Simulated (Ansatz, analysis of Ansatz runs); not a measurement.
# Migration in Na2WO4 (Fd-3m): O_i hop between interstitial places, charge 0, part 2 of 5

Wanted: path and barrier of a jump of O in Na2WO4 (Fd-3m) at charge 0. The case: O_i hop between interstitial places, in a cell of 56 host atoms with 1 O put in.

Ansatz 0.2.0; plane-wave PAW DFT, PBEsol; nudged elastic band between two relaxed defect structures.

So far. Step 2 (Relaxation of the start point, charge 0): Among the atoms that came to bonding distance: O31–O57 1.51 Å (from 1.99).

### 3. Relaxation of the end point, charge 0

Level of this step: plane-wave PAW DFT, PBEsol; relaxation of all atoms of a defect supercell (Ansatz).

The end point is relaxed in the same cell and settings, so that the two energies compare. Atoms more than 3.2 Å from the middle of the hop start where the first relaxation left them, the nearer ones on or close to their ideal places, with small random displacements.

Contents of q0.end/input.yaml:

```yaml
crystal:
  lattice:
    - [9.1091061, 0.0, 0.0]
    - [0.0, 9.1091061, 0.0]
    - [0.0, 0.0, 9.1091061]
  atoms:
    - { symbol: Na, position: [0.1265109, 0.37389963, 0.37497734] }
    - { symbol: Na, position: [0.12444767, 0.87587031, 0.87569985] }
[... 6 atom lines left out ...]
    - { symbol: Na, position: [0.375, 0.375, 0.125] }
[... 6 atom lines left out ...]
    - { symbol: Na, position: [0.625, 0.625, 0.125] }
[... 1 atom line left out ...]
    - { symbol: W, position: [0.24947021, 0.75093816, 0.24989252] }
    - { symbol: W, position: [0.75475078, 0.24445779, 0.25613109] }
[... 4 atom lines left out ...]
    - { symbol: W, position: [0.5, 0.5, 0.5] }
[... 1 atom line left out ...]
    - { symbol: O, position: [0.36328797, 0.63671203, 0.13671203] }
[... 4 atom lines left out ...]
    - { symbol: O, position: [0.63671203, 0.36328797, 0.13671203] }
[... 10 atom lines left out ...]
    - { symbol: O, position: [0.38671203, 0.61328797, 0.61328797] }
[... 4 atom lines left out ...]
    - { symbol: O, position: [0.61328797, 0.38671203, 0.61328797] }
[... 4 atom lines left out ...]
    - { symbol: O, position: [0.61328797, 0.61328797, 0.38671203] }
    - { symbol: O, position: [0.38671203, 0.38671203, 0.38671203] }
[... 3 atom lines left out ...]
    - { symbol: O, position: [0.3981, 0.625, 0.3519] }
basis:
  ecutwfc: 420
  xc_grid: 2
hamiltonian:
  xc: pbesol
kpoints:
  mp_grid: { grid: [1, 1, 1], shift: [0.25, 0.25, 0.25] }
scf:
  occupations: { method: fixed }
  max_iter: 120
output:
  forces: true
relax:
  f_tol: 0.02
  max_steps: 70
  random_displacement: { amplitude: 0.01, seed: 5264 }
```

Run with:

```bash
$ ansatz run input.yaml --threads 4 --pin off --max-ram 14131MiB --backend cpu --events-out ev --progress --plain --runs-dir out
```

Numbers of over 12 decimals in the logs are rounded to 6 here.

The program printed:

```text
[...]
Crystal: 57 atoms, lattice volume = 755.835 Å³
Basis set: ecut = 420 eV, 14771 PW (Γ), exchange–correlation on 128×128×128 points (8 copies of the dense FFT grid, shifted against one another)
Bands: 284, of which v1, the nominal top of the filled ones, is band 227 counted from 1 (226 counted from 0)
Symmetry: 1 space group operations
k-points: 1
[...]
SCF iter   1: F=—  HF=-124206.683277 eV  |F-HF|=—  |Δ(HF+E_count)|=         —  Δρ=2.47e-2  dr2=3.30e0  ethr=1.77e-3  ⟨swp⟩=5.0  Hψ=809  notcnv=0  defer=53
[...]
SCF iter  40: F=-124206.089192 eV  HF=-124206.089192 eV  |F-HF|=9.35e-8  |Δ(HF+E_count)|=   2.90e-9  Δρ=6.68e-6  dr2=1.33e-7  ethr=2.20e-9  ⟨swp⟩=1.0  Hψ=288  notcnv=0
SCF 1 converged in 40 iterations: F = -124206.089192 eV  dr2 = 1.33e-7
[...]
--- Relaxed structure (14 steps of the walk, 14 accepted, 0 SCFs on fresh bases) ---
  F+E_penalty+E_count = -124210.20622889 eV   max|allowed force component| = 1.236e-2 eV/Å
  atoms:
    - { symbol: Na, position: [0.125848, 0.373725, 0.379419] }
    - { symbol: Na, position: [0.127406, 0.872526, 0.884041] }
[...]
- { symbol: Na, position: [0.377951, 0.372931, 0.127234] }
[...]
- { symbol: Na, position: [0.647866, 0.621517, 0.122575] }
[...]
- { symbol: W, position: [0.501669, 0.497454, 0.500242] }
    [... 1 atom left out ...]
    - { symbol: O, position: [0.298990, 0.633060, 0.089843] }
[...]
- { symbol: O, position: [0.639575, 0.362046, 0.139361] }
    [... 10 atoms left out ...]
    - { symbol: O, position: [0.386199, 0.614623, 0.607457] }
    [... 4 atoms left out ...]
    - { symbol: O, position: [0.611768, 0.386800, 0.618880] }
    [... 4 atoms left out ...]
    - { symbol: O, position: [0.621407, 0.608680, 0.391692] }
    - { symbol: O, position: [0.388995, 0.380160, 0.390408] }
    [... 3 atoms left out ...]
    - { symbol: O, position: [0.415595, 0.632833, 0.206914] }
[key lines of the parts left out:]
SCF converged after 8 iterations
Free energy (F): -124210.206229 eV
Fermi energy:    5.374661 eV
```

Wall time 2.3 min (4 threads of Arm Neoverse V2, shared host); peak memory 1.4 GiB.

Step by step:

```csv
step,energy less that of the first step (eV),largest force component (eV/Å)
1,0.0000,3.6817
2,-1.5475,0.8219
3,-1.8161,1.0575
4,-2.1500,1.5248
5,-2.5400,1.3381
6,-3.1614,1.0588
7,-3.4148,1.3239
8,-3.6043,0.8325
9,-3.8307,1.1348
10,-3.9818,0.6804
11,-4.0114,0.9660
12,-4.1063,0.1546
13,-4.1157,0.0609
14,-4.1170,0.0124
```

The atoms that moved most (Å, from the sites as typed, ahead of the random displacement):

```csv
atom,dx,dy,dz,length
O57,0.159,0.070,-1.321,1.333
O26,-0.586,-0.034,-0.428,0.726
Na3,0.042,-0.089,0.226,0.247
Na16,0.208,-0.033,-0.023,0.212
Na6,0.093,-0.035,-0.156,0.185
O30,-0.029,0.077,0.125,0.150
O38,-0.080,0.080,0.082,0.140
O34,-0.043,0.076,0.098,0.132
```

Neighbours of O57 at the end:

```csv
atom,distance (Å)
O26,1.505
W18,1.967
Na16,2.253
Na9,2.500
O52,2.529
O38,2.712
O53,2.855
O34,3.000
W24,3.045
O48,3.051
```

Among the atoms that came to bonding distance: O26–O57 1.51 Å (from 1.99).

This step gave:

```yaml
free_energy: -124210.2062 eV
r_m_s_move_of_the_farther_half_of_the_atoms: 0.05534 Å
largest_move_from_the_ideal_geometry_of_this_structure_a_common_shift_of_the_far_atoms_taken_out: 1.371 Å
```

The relaxation gained 4.117 eV and ended with a largest force component of 0.012 eV/Å. The end lies within 1 meV of the start.

(Part 2 of 5 ends here.)

[Logs are printed without paths, hosts, clocks, repeated set-up lines and the standing remarks that a program may print on its own settings, such as how far it seeks lower states.]

[Hosts, paths, dates, database ids (printed as entryN), source tags and the programs' standing remarks are cut or masked in the printed files.]
